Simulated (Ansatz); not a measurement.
# What ScTeN3 (model cell, started as cubic perovskite with Te in the octahedra) distorts into, part 3 of 3

Which phase does ScTeN3 (model cell, started as cubic perovskite with Te in the octahedra) fall into along its unstable mode, and how much energy does it gain?

Ansatz 0.2.0; DFT PBEsol, scalar-relativistic, plane waves, PAW; PAW set soft_1.

So far. Step 5 (Energy along the mode, all amplitudes (two of the runs …): The lowest of the steps tried is the last one, at 0.6 Å, 489 meV/atom below the parent; the bottom of the well need not coincide with a step. Step 7 (The new phase in its own primitive cell): The largest force component left is 0.10 meV/Å and the pressure is -0.002 GPa, within the tolerances set. The cell now holds 11.57 Å³/atom. The relaxed cell has a = 5.512, c = 13.190 Å (conventional setting).

The structure was built from a prototype and need not be the compound's stable phase.

## Step 8: Modes of the new phase, k-mesh 6×6×6, occupations fixed

A relaxed structure may still be a saddle point, so its zone-centre modes are computed. The response to a homogeneous field gives the Born charges and the dielectric tensor.

Contents of input.yaml:

```yaml
crystal:
  lattice:
    - [2.7559117826, 1.5911264095, 4.396603187]
    - [-2.7559117826, 1.5911264095, 4.396603187]
    - [0.0, -3.1822528191, 4.396603187]
  atoms:
    - { symbol: Sc, position: [0.75, 0.75, 0.75] }
    - { symbol: Sc, position: [0.25, 0.25, 0.25] }
    - { symbol: Te, position: [0.5, 0.5, 0.5] }
    - { symbol: Te, position: [0.0, 0.0, 0.0] }
    - { symbol: "N", position: [0.6327059299, 0.25, 0.8672940701] }
    - { symbol: "N", position: [0.3672940701, 0.75, 0.1327059299] }
    - { symbol: "N", position: [0.8672940701, 0.6327059299, 0.25] }
    - { symbol: "N", position: [0.1327059299, 0.3672940701, 0.75] }
    - { symbol: "N", position: [0.75, 0.1327059299, 0.3672940701] }
    - { symbol: "N", position: [0.25, 0.8672940701, 0.6327059299] }
kpoints:
  mp_grid: { grid: [6, 6, 6] }
hamiltonian:
  xc: pbesol
  pseudopotentials: { kind: paw, azcp: { folder: soft_1 }, xc_functional: pbe }
scf:
  occupations: { method: fixed }
output:
  eigenvalues: true
phonons:
  method: dfpt
  dielectric: true
  rigid_motions: translations
```

Started as:

```sh
ansatz run input.yaml --threads 8 --pin off --max-ram 16384MiB --backend cpu --events-out ev --progress --plain --runs-dir out
```

Numbers of over 12 decimals in the logs are rounded to 6 here.

Log:

```text
[...]
Crystal: 10 atoms, lattice volume = 115.675 Å³
Basis set: ecut = 420 eV, 2247 PW (Γ), exchange–correlation on 80×80×80 points (8 copies of the dense FFT grid, shifted against one another)
Bands: 52, of which v1, the nominal top of the filled ones, is band 42 counted from 1 (41 counted from 0)
Symmetry: 12 space group operations
k-points: 112 of 216 (irreducible under 1 space group operation, time reversal used)
[...]
SCF iter   1: F=—  HF=-20302.408917 eV  |F-HF|=—  |Δ(HF+E_count)|=         —  Δρ=1.02e-1  dr2=1.65e1  ethr=3.10e-3  ⟨swp⟩=4.1  Hψ=22702  notcnv=0  defer=761
[...]
SCF iter  11: F=-20296.943160 eV  HF=-20296.943160 eV  |F-HF|=1.46e-11  |Δ(HF+E_count)|=  2.91e-11  Δρ=9.51e-8  dr2=1.22e-11  ethr=1.00e-12  ⟨swp⟩=16.4  Hψ=39497  notcnv=0
SCF 1 converged in 11 iterations: F = -20296.943160 eV  dr2 = 1.22e-11
[...]
NSCF: frozen V_eff on 6 k-points
DFPT response loops at Γ: preconditioner auto → Resta (q_TF=auto, 2.587 Å⁻¹)  ε∞=8.5 (no band partly filled); β = 1.00, the filter's whole step (`scf.mixing.beta` (0.50) is not read by the response loops at its default; to damp them type it under 1.00, their step now; it binds the ground state too); Broyden in place of MSR1
── the response to a field inside a basis, on 8×8×8 k-points: an SCF that follows is theirs, and a resumed run solves both again ──
Bands: 43, of which v1, the nominal top of the filled ones, is band 42 counted from 1 (41 counted from 0)
k-points: 60 of 512
[...]
Eigensolver: Dense (60 Hₖ)
SCF iter   1: F=—  HF=-20296.521413 eV  |F-HF|=—  |Δ(HF+E_count)|=         —  Δρ=5.39e-4  dr2=1.28e-4  ethr=1.00e-1
[...]
SCF iter   5: F=-20296.521494 eV  HF=-20296.521494 eV  |F-HF|=2.40e-9  |Δ(HF+E_count)|=   1.14e-8  Δρ=7.07e-6  dr2=4.77e-8  ethr=5.47e-10
SCF 1 converged in 5 iterations: F = -20296.521494 eV  dr2 = 4.77e-8
[...]
SCF converged after 11 iterations
Free energy (F): -20296.943160 eV
[...]
Internal energy: -20296.943160 eV  (E = F + TS)
E sigma→0 (E₀):  -20296.943160 eV
Fermi energy:    12.831419 eV
[...]
--- Band table (eV; the first three rows and the last of 112) ---
  k-point 0: bands = [... 38 lower, 11.8872, 12.1939, 12.1939, 12.8314, 13.6715, 15.2780, 16.2269, 16.2269, ... 6 higher]
  k-point 1: bands = [... 38 lower, 11.7816, 12.2910, 12.3957, 12.7325, 13.6962, 15.4782, 16.1253, 16.1844, ... 6 higher]
  k-point 2: bands = [... 38 lower, 11.7887, 12.2436, 12.3590, 12.5307, 13.8954, 15.7464, 15.9075, 16.2199, ... 6 higher]
  k-point 111: bands = [... 38 lower, 11.3551, 11.3551, 11.3551, 11.3551, 15.2243, 15.2243, 16.7205, 16.7205, ... 6 higher]
--- Phonons (Γ-DFPT): 6 representative perturbations + reference, on 112 of 216 k-points (Σ response iterations 23) ---
  k mesh reduced under 1 symmetry operation, with k and −k counted as one. Each operation leaves every solved perturbation unchanged. A smaller set is not considered because the run solves the response to a homogeneous field
  ASR residual: 9.566e-5 → 0.000e0 eV/Å²; symmetrization residual: 5.968e-6 eV/Å²
  ASR residual per site (eV/Å²): 3.39e-5 3.39e-5 9.57e-5 9.57e-5 3.35e-5 3.35e-5 3.35e-5 3.35e-5 3.35e-5 3.35e-5
  Γ frequencies (cm⁻¹): -271.66 -210.83 -210.83 -162.05 0.00 0.00 0.00 90.21 90.21 226.60 226.60 233.23 277.30 290.14 290.14 333.79 333.79 369.31 505.28 516.40 516.40 587.73 587.73 604.93 612.55 639.94 639.94 725.02 725.02 739.03
  ε∞ (high-frequency dielectric tensor):
       10.840188     0.000000     0.000000
        0.000000    10.840188    -0.000000
        0.000000    -0.000000    11.619467
  softest optical mode at Γ: -271.66 cm⁻¹; the repairs (sum rule, projections) moved no ω² at Γ by more than (2.06 cm⁻¹)²
  Born effective charges Z* (e; rows j = field, columns β = displacement):
    site 0:
         4.38555    0.00000   -0.00000
         0.00000    4.38555    0.00000
         0.00000    0.00000    3.56622
    site 1:
         4.38555    0.00000   -0.00000
         0.00000    4.38555    0.00000
         0.00000    0.00000    3.56622
    site 2:
         5.99259   -1.22487   -0.00000
         1.22487    5.99259    0.00000
         0.00000    0.00000    5.59021
    site 3:
         5.99259    1.22487    0.00000
        -1.22487    5.99259    0.00000
        -0.00000    0.00000    5.59021
    site 4:
        -3.35093   -0.18785   -0.22695
        -0.18785   -3.56784    0.13103
        -0.51093    0.29498   -3.05214
    site 5:
        -3.35093   -0.18785   -0.22695
        -0.18785   -3.56784    0.13103
        -0.51093    0.29498   -3.05214
    site 6:
        -3.67629    0.00000   -0.00000
        -0.00000   -3.24248   -0.26206
         0.00000   -0.58997   -3.05214
    site 7:
        -3.67629   -0.00000   -0.00000
        -0.00000   -3.24248   -0.26206
         0.00000   -0.58997   -3.05214
    site 8:
        -3.35093    0.18785    0.22695
         0.18785   -3.56784    0.13103
         0.51093    0.29498   -3.05214
    site 9:
        -3.35093    0.18785    0.22695
         0.18785   -3.56784    0.13103
         0.51093    0.29498   -3.05214
  Z* charge neutrality: 8.510e-3 e pre-enforcement
  solved inside a basis spanned on kpoints, on 8×8×8 k-points, its susceptibility summed on 10×10×10: ε∞ is read to err by 8.3e-2, Z* by 2.8e-2 e (field_mesh: kpoints solves on kpoints); Z* is corrected for what the basis lacks
  optical modes at Γ without the LO–TO term, one row a degenerate level:
      ω (cm⁻¹)  modes    IR ((D/Å)²/amu)
       -271.66      1            62.5212
       -210.83      2            38.5900
       -162.05      1             0.0000
         90.21      2             0.0000
        226.60      2             9.7308
        233.23      1            10.1556
        277.30      1             0.0000
[...]
optical modes at Γ + LO–TO along q̂ = [1.0000, 0.0000, 0.0000]:
      ω (cm⁻¹)  modes    IR ((D/Å)²/amu)
[...]
optical modes at Γ + LO–TO along q̂ = [0.0000, 1.0000, 0.0000]:
      ω (cm⁻¹)  modes    IR ((D/Å)²/amu)
[...]
optical modes at Γ + LO–TO along q̂ = [0.0000, 0.0000, 1.0000]:
      ω (cm⁻¹)  modes    IR ((D/Å)²/amu)
[...]
284.11      1            22.2905
        290.14      2             0.2712
        333.79      2             0.0000
        369.31      1             0.0000
        505.28      1             0.0000
        516.40      2           245.5702
        587.73      2             0.0000
        604.93      1             0.0000
        639.94      2             0.0000
        686.50      1            73.7969
        725.02      2            10.5189
        739.03      1             0.0000
```

Wall time 3.2 min (8 threads of AMD EPYC 7R32 (Zen 2), shared host); peak memory 3.1 GiB.

This step gave:

```yaml
sum_rule_residual_before_enforcement: 9.57e-5 eV/Å²
miss_of_the_charge_sum_rule: 0.008510 e
estimated_error_of_the_dielectric_tensor: 0.08310
estimated_error_of_the_born_charges: 0.02767 e
point_group: -3m
highest_optical_mode_at_the_zone_centre_no_lo_to_term: 739.0 cm⁻¹
lowest_optical_zone_centre_mode: -271.7 cm⁻¹
mean_high_frequency_dielectric_constant: 11.10
largest_born_charge_third_of_the_trace: 5.858 e
top_of_the_zone_centre_spectrum_with_the_field: 751.5 cm⁻¹
```

Patterns of degenerate modes are one choice out of their space. The modes at Γ (shares of kinetic energy by element, %) (negative means imaginary):

```csv
mode,frequency (cm⁻¹),symmetry,Sc %,Te %,N %
1,-271.7,A2u,42,0,58
2,-210.8,Eu,10,0,90
3,-210.8,Eu,10,0,90
4,-162.1,A2g,87,0,13
5,0.0,acoustic,21,59,20
6,0.0,acoustic,21,59,20
7,0.0,acoustic,21,59,20
8,90.2,Eg,36,0,64
9,90.2,Eg,36,0,64
10,226.6,Eu,23,69,8
11,226.6,Eu,23,69,8
12,233.2,A2u,37,36,27
13,277.3,A1u,0,100,0
14,290.1,Eu,30,65,6
15,290.1,Eu,30,65,6
16,333.8,Eg,59,0,41
17,333.8,Eg,59,0,41
18,369.3,A2g,13,0,87
19,505.3,A1g,0,0,100
20,516.4,Eu,16,4,80
21,516.4,Eu,16,4,80
22,587.7,Eg,2,0,98
23,587.7,Eg,2,0,98
24,604.9,A1u,0,0,100
25,612.5,A2u,0,5,95
26,639.9,Eg,3,0,97
27,639.9,Eg,3,0,97
28,725.0,Eu,0,2,97
29,725.0,Eu,0,2,97
30,739.0,A2g,0,0,100
```

Displacements in mode 1 (-271.7 cm⁻¹), the largest set to 1:
```
Sc1  0.00  0.00  0.95
Sc2  0.00  0.00  0.95
Te3  0.00  0.00  0.00
Te4  0.00  0.00  0.00
N5   0.51 -0.29 -1.00
N6   0.51 -0.29 -1.00
N7   0.00  0.59 -1.00
N8   0.00  0.59 -1.00
N9  -0.51 -0.29 -1.00
N10 -0.51 -0.29 -1.00
```

Displacements in mode 8 (90.2 cm⁻¹), the largest set to 1:
```
Sc1  0.68  0.15  0.00
Sc2 -0.68 -0.15  0.00
Te3  0.00  0.00  0.00
Te4  0.00  0.00  0.00
N5  -0.62  0.02  0.77
N6   0.62 -0.02 -0.77
N7  -0.41 -0.16  0.23
N8   0.41  0.16 -0.23
N9   0.68  0.25  1.00
N10 -0.68 -0.25 -1.00
```

Optical modes at the zone centre, without and with the macroscopic field of the longitudinal modes; each column is sorted by frequency, so a row need not hold one and the same mode. Modes with and without the field, by row:

```csv
rank among optical modes,no field (cm⁻¹),"q along (1, 0, 0) (cm⁻¹)","q along (0, 0, 1) (cm⁻¹)"
1,-271.7,-271.7,-210.8
2,-210.8,-210.8,-210.8
3,-210.8,-163,-162.1
4,-162.1,-162.1,-77.5
5,90.2,90.2,90.2
6,90.2,90.2,90.2
7,226.6,226.6,226.6
8,226.6,233.2,226.6
9,233.2,237.1,277.3
10,277.3,277.3,284.1
11,290.1,290.1,290.1
12,290.1,290.4,290.1
13,333.8,333.8,333.8
14,333.8,333.8,333.8
15,369.3,369.3,369.3
16,505.3,505.3,505.3
17,516.4,516.4,516.4
18,516.4,587.7,516.4
19,587.7,587.7,587.7
20,587.7,604.9,587.7
21,604.9,612.5,604.9
22,612.5,639.9,639.9
23,639.9,639.9,639.9
24,639.9,681,686.5
25,725,725,725
26,725,739,725
27,739,751.5,739
```

Born charge (rows field, columns displacement) (e), principal values of the symmetric part by kind of site:

```csv
atom,atoms with these values,low,middle,high,mean
Sc1,2,3.57,4.39,4.39,4.11
Te3,2,5.59,5.99,5.99,5.86
N5,6,-3.68,-3.58,-2.71,-3.32
```

In full for N5:

```
-3.35 -0.19 -0.23
-0.19 -3.57  0.13
-0.51  0.29 -3.05
```

High-frequency dielectric tensor:

```
10.84  0.00  0.00
 0.00 10.84  0.00
 0.00  0.00 11.62
```

Transverse modes; imaginary modes are left out. Lines of the infrared spectrum (strongest = 100):

```csv
position (cm⁻¹),label,relative intensity
90,Eg,0.0
227,Eu,4.0
233,A2u,4.1
277,A1u,0.0
290,Eu,0.1
334,Eg,0.0
369,A2g,0.0
505,A1g,0.0
516,Eu,100
588,Eg,0.0
605,A1u,0.0
613,A2u,19
640,Eg,0.0
725,Eu,4.3
739,A2g,0.0
```

Before it was imposed, the acoustic sum rule was missed by 9.6e-5 eV/Å² and the charge sum rule by 0.0085 e. Small misses are needed for a sound result but don't prove that mesh and cutoff are converged. The lowest optical mode is imaginary, 271.7i cm⁻¹, so the energy falls along it.

## Step 9: Results

| Property | Result |
| --- | --- |
| unstable mode of the parent | q = (-0.5, -0.5, -0.5), 463i cm⁻¹ |
| depth at the lowest point sampled | 489 meV/atom |
| largest atomic shift at that point | 0.6 Å |
| space group reached (within 0.01 Å) | R-3c |
| energy gained over the parent (first relaxation, on the mesh of the frozen mode) | 508 meV/atom |
| volume per atom, phase reached | 11.6 Å³ |
| gap on the k-mesh, phase reached | 0.840 eV |
| lowest optical zone-centre mode, phase reached | -272 cm⁻¹ |
| highest optical mode at the zone centre (no LO-TO term), phase reached | 739 cm⁻¹ |

**Reading.** Along this mode the structure falls into R-3c, 508 meV/atom below the parent. At the parent's cell the well is 489.4 meV/atom deep on the steps tried, with its lowest point at a shift of 0.6 Å. That is the last step tried, so the steps alone don't bracket the bottom of the well. Relaxing atoms and cell changes the gain by +19.00 meV/atom against the lowest step (energies at zero smearing). The new phase still has an imaginary mode at the zone centre of its cell, so it is a saddle point on the way to a lower structure. Of the 4 patterns followed to their end from this parent, this one ends 10.6 meV/atom above the lowest, Imma. Each path keeps the symmetry of its pattern, so a lower phase may lie along a pattern not tried. With no gap, or one that is small against the smearing, the frequencies hang on the k mesh and the smearing, most of all near Kohn anomalies. Spin-orbit coupling is left out, which can matter for the heavy elements here. The PAW files were made for PBE and serve the other functionals too. A phonon run warned that its eigensolver left some bands unconverged in a pass. The starting cell was built on a prototype and not taken from a measurement, so the phase need not exist.

[Logs are printed without paths, hosts, clocks, repeated set-up lines and the standing remarks that a program may print on its own settings, such as how far it seeks lower states.]

[Hosts, paths, dates, database ids (printed as entryN), source tags and the programs' standing remarks are cut or masked in the printed files.]
